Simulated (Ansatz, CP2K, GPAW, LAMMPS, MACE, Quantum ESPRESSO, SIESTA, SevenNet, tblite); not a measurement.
# CP2K runs on amorphous carbon (64 atoms), part 2 of 3

How do the settings of CP2K change the result for amorphous carbon (64 atoms)? A plane-wave run serves as the yardstick.

Program: CP2K 2026.2; the method stands at each step. Banners, paths, timers and routine set-up lines are dropped from the logs unmarked, and long logs keep their key lines alone; longer cuts are marked.

So far. Step 2 (PBE, DZVP-MOLOPT-SR, 450/50 Ry, diagonalisation): Forces lie 2.1 % from the reference's, at 21 times its CPU time (on 2 against 4 cores). Step 3 (PBE, SZV-MOLOPT-SR, 450/50 Ry, diagonalisation): Against the first run (2.1 %), the force difference from the reference is 42 %, at 0.52 times the CPU time (on 1 against 2 cores), with 256 basis functions against 832: the smaller basis costs accuracy.

## Step 4: PBE, TZVP-UZH, 450/50 Ry, diagonalisation

Method: Kohn-Sham DFT, PBE, GTH-PBE pseudopotentials, Gaussian and plane waves, TZVP-MOLOPT (UZH set), diagonalisation.

Input file input.inp:

```
&GLOBAL
  PROJECT cell
  RUN_TYPE ENERGY_FORCE
  PRINT_LEVEL LOW
&END GLOBAL
&FORCE_EVAL
  METHOD QS
  STRESS_TENSOR ANALYTICAL
  &DFT
    BASIS_SET_FILE_NAME BASIS_MOLOPT_UZH
    POTENTIAL_FILE_NAME POTENTIAL_UZH
    &MGRID
      CUTOFF 450
      REL_CUTOFF 50
    &END MGRID
    &QS
      EPS_DEFAULT 1.0E-12
    &END QS
    &SCF
      SCF_GUESS ATOMIC
      EPS_SCF 5.0E-06
      MAX_SCF 200
      ADDED_MOS 28
      &DIAGONALIZATION
        ALGORITHM STANDARD
      &END DIAGONALIZATION
      &SMEAR ON
        METHOD FERMI_DIRAC
        ELECTRONIC_TEMPERATURE [K] 580
      &END SMEAR
      &MIXING
        METHOD BROYDEN_MIXING
        ALPHA 0.15
        NBROYDEN 12
      &END MIXING
      &PRINT
        &RESTART OFF
        &END RESTART
      &END PRINT
    &END SCF
    &XC
      &XC_FUNCTIONAL PBE
      &END XC_FUNCTIONAL
    &END XC
    &PRINT
      &MULLIKEN ON
      &END MULLIKEN
      &HIRSHFELD ON
        SHAPE_FUNCTION DENSITY
      &END HIRSHFELD
      &MO ON
        EIGENVALUES T
        OCCUPATION_NUMBERS T
        MO_INDEX_RANGE 117 140
        &EACH
          QS_SCF 0
        &END EACH
        ADD_LAST NUMERIC
      &END MO
    &END PRINT
  &END DFT
  &SUBSYS
    &CELL
      A 7.59030 0.00000 0.00000
      B 0.00000 7.59030 0.00000
      C 0.00000 0.00000 7.59030
    &END CELL
    &COORD
      C 6.33532 6.97761 5.42342
      C 6.62072 1.39145 3.81230
      C 3.96183 5.72316 4.84314
      C 2.99984 1.80740 7.44737
      C 4.64974 4.93962 7.16949
      C 1.54599 3.54619 1.33392
      C 6.39392 5.10425 3.93777
      C 5.66016 0.71599 0.76761
      C 2.78989 1.89697 5.92848
      C 4.06043 2.69456 0.55819
      C 1.48003 3.92631 4.71563
      C 6.46678 0.29139 2.89631
      C 2.76879 5.83565 3.86620
      C 4.73756 4.84337 1.78729
      C 2.02502 0.93285 0.63455
      C 2.23390 6.73510 6.46337
      C 4.65969 7.19644 0.74476
      C 1.39252 5.38145 4.42264
      C 5.79193 3.73352 3.88752
      C 7.30832 6.14237 6.24097
[... 40 atom lines left out ...]
      C 0.24130 2.86640 0.66408
      C 2.03549 7.06832 0.26604
      C 6.56257 0.99236 5.38782
      C 5.24922 1.77051 5.59959
    &END COORD
    &KIND C
      BASIS_SET TZVP-MOLOPT-PBE-GTH-q4
      POTENTIAL GTH-PBE-q4
    &END KIND
  &END SUBSYS
  &PRINT
    &FORCES ON
    &END FORCES
    &STRESS_TENSOR ON
    &END STRESS_TENSOR
  &END PRINT
&END FORCE_EVAL
```

On the command line:

```bash
OMP_NUM_THREADS=1 mpirun -np 4 cp2k.psmp -i input.inp > output.txt
```

Numbers of over 12 decimals in the logs are rounded to 6 here.

What it wrote:

```text
CP2K| version string:                                       CP2K version 2026.2
 CP2K| Input file name                                                 input.inp
 GLOBAL| Basis set file name                                    BASIS_MOLOPT_UZH
 GLOBAL| Potential file name                                       POTENTIAL_UZH
 GLOBAL| Run type                                                   ENERGY_FORCE
 GLOBAL| Total number of message passing processes                             4
 GLOBAL| Number of threads for this process                                    1
 TOTAL NUMBERS AND MAXIMUM NUMBERS
  Total number of            - Atomic kinds:                                   1
                             - Atoms:                                         64
[... lines left out ...]
                        Smear method:                                FERMI_DIRAC
[... lines left out ...]
 Number of electrons:                                                        256
[... lines left out ...]
  Step     Update method      Time    Convergence         Total energy    Change
[... lines left out ...]
  *** SCF run converged in    20 steps ***
[... lines left out ...]
  Fermi energy:                                                 0.345761
  Total energy:                                              -362.021371
  Total energy (extrapolated to T->0):                       -362.017331
[... lines left out ...]
 MO| E(Fermi):            0.345761 a.u.          9.408628 eV
[... lines left out ...]
 !-----------------------------------------------------------------------------!
 !-----------------------------------------------------------------------------!
                           Hirshfeld Charges
  #Atom  Element  Kind  Ref Charge     Population                    Net charge
      1       C      1       4.000          4.013                        -0.013
      2       C      1       4.000          3.987                         0.013
      3       C      1       4.000          3.983                         0.017
[...]
63       C      1       4.000          3.980                         0.020
     64       C      1       4.000          3.987                         0.013
  Total Charge                                                           -0.000
 !-----------------------------------------------------------------------------!
 ENERGY| Total FORCE_EVAL ( QS ) energy [hartree]           -362.021333
 FORCES| Atomic forces [hartree/bohr]
 FORCES|   Atom     x               y               z               |f|
 FORCES|      1 -2.12483360E-02  1.15435752E-02 -1.66909928E-04   2.41820961E-02
 FORCES|      2  5.08334514E-02  1.78428114E-02  2.29809388E-02   5.85707201E-02
 FORCES|      3 -1.68031779E-02  3.73858780E-03 -2.30912329E-02   2.88015427E-02
[...]
FORCES|     63 -1.60099628E-03 -1.78529112E-02 -4.37372516E-03   1.84504498E-02
 FORCES|     64 -5.32782895E-03 -2.13752724E-02 -2.87211540E-02   3.61965844E-02
 FORCES| Sum     3.20559941E-05 -5.79226772E-05 -2.69130409E-05
 FORCES| Total atomic force                                       7.14628229E-05
 STRESS| Analytical stress tensor [bar]
 STRESS|                        x                   y                   z
 STRESS|      x       -1.13021737016E+05  -3.46068775655E+04  -1.50115273487E+04
 STRESS|      y       -3.46068775655E+04  -6.25024531891E+04  -1.71775966564E+04
 STRESS|      z       -1.50115273487E+04  -1.71775966564E+04   1.92386838294E+04
 STRESS| 1/3 Trace                                            -5.20951687918E+04
```

The job ended after 1.9 min (4 MPI ranks of Arm Neoverse V1, shared host; peak memory 1.8 GiB; 7.6 min of CPU time).

Compared with the plane-wave run:

```yaml
r_m_s_force_component: 1.27 eV/Å
r_m_s_difference_of_force_components: 35.28 meV/Å
longest_difference_of_force_vectors: 138.1 meV/Å
force_difference_over_r_m_s_force: 2.808 %
slope_of_forces_against_the_reference_s: 1.011
correlation_of_force_components: 0.9997
pressure: -5.21 GPa
pressure_difference: 2.179 GPa
```

Against the first run (2.1 %), the force difference from the reference is 2.8 %, at 1.6 times the CPU time (on 4 against 2 cores), with 1088 basis functions against 832; this set comes with other potentials too, so the change isn't the basis's alone.

## Step 5: PBE, TZV2P-UZH, 450/50 Ry, diagonalisation

Method: Kohn-Sham DFT, PBE, GTH-PBE pseudopotentials, Gaussian and plane waves, TZV2P-MOLOPT (UZH set), diagonalisation.

Changes to input.inp since step 4:

```diff
@@ -71,3 +71,3 @@
     &KIND C
-      BASIS_SET TZVP-MOLOPT-PBE-GTH-q4
+      BASIS_SET TZV2P-MOLOPT-PBE-GTH-q4
       POTENTIAL GTH-PBE-q4
```

What it wrote:

```text
CP2K| version string:                                       CP2K version 2026.2
 CP2K| Input file name                                                 input.inp
 GLOBAL| Basis set file name                                    BASIS_MOLOPT_UZH
 GLOBAL| Potential file name                                       POTENTIAL_UZH
 GLOBAL| Run type                                                   ENERGY_FORCE
 GLOBAL| Total number of message passing processes                             4
 GLOBAL| Number of threads for this process                                    1
 TOTAL NUMBERS AND MAXIMUM NUMBERS
  Total number of            - Atomic kinds:                                   1
                             - Atoms:                                         64
[... lines left out ...]
                        Smear method:                                FERMI_DIRAC
[... lines left out ...]
 Number of electrons:                                                        256
[... lines left out ...]
  Step     Update method      Time    Convergence         Total energy    Change
[... lines left out ...]
  *** SCF run converged in    20 steps ***
[... lines left out ...]
  Fermi energy:                                                 0.344705
  Total energy:                                              -362.114345
  Total energy (extrapolated to T->0):                       -362.110299
[... lines left out ...]
 MO| E(Fermi):            0.344705 a.u.          9.379904 eV
[... lines left out ...]
 !-----------------------------------------------------------------------------!
 !-----------------------------------------------------------------------------!
                           Hirshfeld Charges
  #Atom  Element  Kind  Ref Charge     Population                    Net charge
      1       C      1       4.000          4.012                        -0.012
      2       C      1       4.000          3.986                         0.014
      3       C      1       4.000          3.984                         0.016
[...]
63       C      1       4.000          3.982                         0.018
     64       C      1       4.000          3.987                         0.013
  Total Charge                                                           -0.000
 !-----------------------------------------------------------------------------!
 ENERGY| Total FORCE_EVAL ( QS ) energy [hartree]           -362.114290
 FORCES| Atomic forces [hartree/bohr]
 FORCES|   Atom     x               y               z               |f|
 FORCES|      1 -2.04740339E-02  1.14130745E-02 -5.64411039E-04   2.34470231E-02
 FORCES|      2  5.04163804E-02  1.73290072E-02  2.20597052E-02   5.76952034E-02
 FORCES|      3 -1.68392518E-02  3.87138347E-03 -2.31273113E-02   2.88690239E-02
[...]
FORCES|     63 -1.59713483E-03 -1.80468276E-02 -3.99810708E-03   1.85532662E-02
 FORCES|     64 -5.14052378E-03 -2.13034493E-02 -3.02930626E-02   3.73889232E-02
 FORCES| Sum     2.86437594E-05 -6.35835231E-05 -2.80521884E-05
 FORCES| Total atomic force                                       7.51681757E-05
 STRESS| Analytical stress tensor [bar]
 STRESS|                        x                   y                   z
 STRESS|      x       -1.26069809140E+05  -3.47507868650E+04  -1.48871578530E+04
 STRESS|      y       -3.47507868650E+04  -7.56567266514E+04  -1.73344101442E+04
 STRESS|      z       -1.48871578530E+04  -1.73344101442E+04   4.53867138634E+03
 STRESS| 1/3 Trace                                            -6.57292881352E+04
```

Elapsed: 5 min, on 4 MPI ranks; peak memory 2 GiB; 20 min of CPU time.

Compared with the plane-wave run:

```yaml
r_m_s_force_component: 1.261 eV/Å
r_m_s_difference_of_force_components: 17.75 meV/Å
longest_difference_of_force_vectors: 68.44 meV/Å
force_difference_over_r_m_s_force: 1.413 %
slope_of_forces_against_the_reference_s: 1.004
correlation_of_force_components: 0.9999
pressure: -6.573 GPa
pressure_difference: 0.8154 GPa
```

Against the first run (2.1 %), the force difference from the reference is 1.4 %, at 4.1 times the CPU time (on 4 against 2 cores), with 1856 basis functions against 832; this set comes with other potentials too, so the change isn't the basis's alone.

## Step 6: LDA, DZVP-MOLOPT-SR, 450/50 Ry, diagonalisation

Method: Kohn-Sham DFT, LDA, GTH-PADE pseudopotentials, Gaussian and plane waves, DZVP-MOLOPT-SR-GTH, diagonalisation.

Changes to input.inp since step 5:

```diff
@@ -9,4 +9,4 @@
   &DFT
-    BASIS_SET_FILE_NAME BASIS_MOLOPT_UZH
-    POTENTIAL_FILE_NAME POTENTIAL_UZH
+    BASIS_SET_FILE_NAME BASIS_MOLOPT
+    POTENTIAL_FILE_NAME GTH_POTENTIALS
     &MGRID
@@ -41,3 +41,3 @@
     &XC
-      &XC_FUNCTIONAL PBE
+      &XC_FUNCTIONAL PADE
       &END XC_FUNCTIONAL
@@ -68,2 +68,3 @@
     &COORD
+      SCALED
 [... 64 atom lines left out: the same atoms as in the first run ...]
@@ -71,4 +72,4 @@
     &KIND C
-      BASIS_SET TZV2P-MOLOPT-PBE-GTH-q4
-      POTENTIAL GTH-PBE-q4
+      BASIS_SET DZVP-MOLOPT-SR-GTH-q4
+      POTENTIAL GTH-PADE-q4
     &END KIND
```

On the command line:

```bash
OMP_NUM_THREADS=2 cp2k.psmp -i input.inp > output.txt
```

What it wrote:

```text
CP2K| version string:                                       CP2K version 2026.2
 CP2K| Input file name                                                 input.inp
 GLOBAL| Basis set file name                                        BASIS_MOLOPT
 GLOBAL| Potential file name                                      GTH_POTENTIALS
 GLOBAL| Run type                                                   ENERGY_FORCE
 GLOBAL| Total number of message passing processes                             1
 GLOBAL| Number of threads for this process                                    2
[... lines left out ...]
                        Smear method:                                FERMI_DIRAC
[... lines left out ...]
 Number of electrons:                                                        256
[... lines left out ...]
  Step     Update method      Time    Convergence         Total energy    Change
[... lines left out ...]
  *** SCF run converged in    19 steps ***
[... lines left out ...]
  Fermi energy:                                                 0.332696
  Total energy:                                              -363.236078
  Total energy (extrapolated to T->0):                       -363.231981
[... lines left out ...]
 MO| E(Fermi):            0.332696 a.u.          9.053109 eV
[... lines left out ...]
     64       C      1       4.000          3.984                         0.016
  Total Charge                                                           -0.000
 !-----------------------------------------------------------------------------!
 ENERGY| Total FORCE_EVAL ( QS ) energy [hartree]           -363.236179
 FORCES| Atomic forces [hartree/bohr]
 FORCES|   Atom     x               y               z               |f|
 FORCES|      1 -1.89873241E-02  1.00340321E-02 -1.69752477E-03   2.15425594E-02
 FORCES|      2  5.00896283E-02  1.71875438E-02  2.12552776E-02   5.70628544E-02
 FORCES|      3 -1.85174816E-02  3.06474398E-03 -2.36033926E-02   3.01564243E-02
[...]
FORCES|     63 -2.67821579E-03 -1.76490776E-02 -4.32665062E-03   1.83679799E-02
 FORCES|     64 -5.57310975E-03 -2.18119290E-02 -3.50216601E-02   4.16333577E-02
 FORCES| Sum    -1.51883891E-04 -1.08429309E-04  1.84685180E-05
 FORCES| Total atomic force                                       1.87527911E-04
 STRESS| Analytical stress tensor [bar]
 STRESS|                        x                   y                   z
 STRESS|      x       -2.46010998890E+05  -3.88406173879E+04  -1.69512826148E+04
 STRESS|      y       -3.88406173879E+04  -1.94175670969E+05  -1.82578200366E+04
 STRESS|      z       -1.69512826148E+04  -1.82578200366E+04  -1.14990331282E+05
 STRESS| 1/3 Trace                                            -1.85059000380E+05
```

The job ended after 2.4 min (2 threads; peak memory 1 GiB; 4.7 min of CPU time).

Compared with the plane-wave run:

| Item | Value |
| --- | --- |
| r.m.s. force component | 1.267 eV/Å |
| r.m.s. difference of force components | 52.1 meV/Å |
| longest difference of force vectors | 201.9 meV/Å |
| force difference over r.m.s. force | 4.147 % |
| slope of forces against the reference's | 1.008 |
| correlation of force components | 0.9992 |
| pressure | -18.51 GPa |
| pressure difference | -11.12 GPa |

Against the first run (2.1 %), the force difference from the reference is 4.1 %, at 0.97 times the CPU time; the model has changed, so this is no error of the program alone.

## Step 7: PBE, DZVP-MOLOPT-SR, 225/50 Ry, diagonalisation

Method: Kohn-Sham DFT, PBE, GTH-PBE pseudopotentials, Gaussian and plane waves, DZVP-MOLOPT-SR-GTH, diagonalisation.

Changes to input.inp since step 6:

```diff
@@ -12,3 +12,3 @@
     &MGRID
-      CUTOFF 450
+      CUTOFF 225
       REL_CUTOFF 50
@@ -41,3 +41,3 @@
     &XC
-      &XC_FUNCTIONAL PADE
+      &XC_FUNCTIONAL PBE
       &END XC_FUNCTIONAL
@@ -67,9 +67,9 @@
     &END CELL
-    &COORD
-      SCALED
-[... 64 atom lines left out: the same atoms as in the first run ...]
-    &END COORD
+    &TOPOLOGY
+      COORD_FILE_NAME structure.xyz
+      COORD_FILE_FORMAT XYZ
+    &END TOPOLOGY
     &KIND C
       BASIS_SET DZVP-MOLOPT-SR-GTH-q4
-      POTENTIAL GTH-PADE-q4
+      POTENTIAL GTH-PBE-q4
     &END KIND
```

Input file structure.xyz:

```xyz
64

[... 64 atom lines left out: the same atoms as in the first run ...]
```

What it wrote:

```text
CP2K| version string:                                       CP2K version 2026.2
 CP2K| Input file name                                                 input.inp
 GLOBAL| Basis set file name                                        BASIS_MOLOPT
 GLOBAL| Potential file name                                      GTH_POTENTIALS
 GLOBAL| Run type                                                   ENERGY_FORCE
 GLOBAL| Total number of message passing processes                             1
 GLOBAL| Number of threads for this process                                    2
 TOTAL NUMBERS AND MAXIMUM NUMBERS
  Total number of            - Atomic kinds:                                   1
                             - Atoms:                                         64
[... lines left out ...]
                        Smear method:                                FERMI_DIRAC
[... lines left out ...]
 Number of electrons:                                                        256
[... lines left out ...]
  Step     Update method      Time    Convergence         Total energy    Change
[... lines left out ...]
  *** SCF run converged in    19 steps ***
[... lines left out ...]
  Fermi energy:                                                 0.345019
  Total energy:                                              -362.145413
  Total energy (extrapolated to T->0):                       -362.141356
[... lines left out ...]
 MO| E(Fermi):            0.345019 a.u.          9.388457 eV
[... lines left out ...]
 !-----------------------------------------------------------------------------!
 !-----------------------------------------------------------------------------!
                           Hirshfeld Charges
  #Atom  Element  Kind  Ref Charge     Population                    Net charge
      1       C      1       4.000          4.012                        -0.012
      2       C      1       4.000          3.986                         0.014
      3       C      1       4.000          3.983                         0.017
[...]
63       C      1       4.000          3.982                         0.018
     64       C      1       4.000          3.985                         0.015
  Total Charge                                                           -0.000
 !-----------------------------------------------------------------------------!
 ENERGY| Total FORCE_EVAL ( QS ) energy [hartree]           -362.145580
 FORCES| Atomic forces [hartree/bohr]
 FORCES|   Atom     x               y               z               |f|
 FORCES|      1 -2.09736239E-02  1.08418023E-02 -1.03214167E-03   2.36326658E-02
 FORCES|      2  5.11377994E-02  1.72066473E-02  2.23137001E-02   5.83870230E-02
 FORCES|      3 -1.69626787E-02  2.68613890E-03 -2.31102990E-02   2.87929459E-02
[...]
FORCES|     63 -2.48552816E-03 -1.86207463E-02 -4.24654202E-03   1.92598848E-02
 FORCES|     64 -4.69591228E-03 -2.12417329E-02 -3.16687034E-02   3.84209524E-02
 FORCES| Sum    -5.04645073E-03 -2.29501866E-03 -2.99087839E-03
 FORCES| Total atomic force                                       6.29913718E-03
 STRESS| Analytical stress tensor [bar]
 STRESS|                        x                   y                   z
 STRESS|      x       -1.25113307091E+05  -3.58520546908E+04  -1.58913804563E+04
 STRESS|      y       -3.58520546908E+04  -7.48529870224E+04  -1.68709481267E+04
 STRESS|      z       -1.58913804563E+04  -1.68709481267E+04   4.88203232007E+03
 STRESS| 1/3 Trace                                            -6.50280872643E+04
```

The job ended after 2.2 min (2 threads; peak memory 0.57 GiB; 4.2 min of CPU time).

Numbers from this run, and their distance from the reference:

| Quantity | Value |
| --- | --- |
| r.m.s. force component | 1.273 eV/Å |
| r.m.s. difference of force components | 36.92 meV/Å |
| longest difference of force vectors | 126.2 meV/Å |
| force difference over r.m.s. force | 2.939 % |
| slope of forces against the reference's | 1.013 |
| correlation of force components | 0.9997 |
| pressure | -6.503 GPa |
| pressure difference | 0.8855 GPa |
| energy less the same-level run's | -0.2418 meV/atom |
| r.m.s. force difference from the same-level run | 26.46 meV/Å |

This is a coarse setting, run to see what it loses.

Against the first run (2.1 %), the force difference from the reference is 2.9 %, at 0.88 times the CPU time: the grid matters here.

[end of part 2 of 3]

[Also dropped from logs without a mark: logging warnings of Python, and SIESTA's first energy breakdown and zero terms.]

[Logs are printed without paths, hosts, clocks, repeated set-up lines and the standing remarks that a program may print on its own settings, such as how far it seeks lower states.]

[Hosts, paths, dates, database ids (printed as entryN), source tags and the programs' standing remarks are cut or masked in the printed files.]
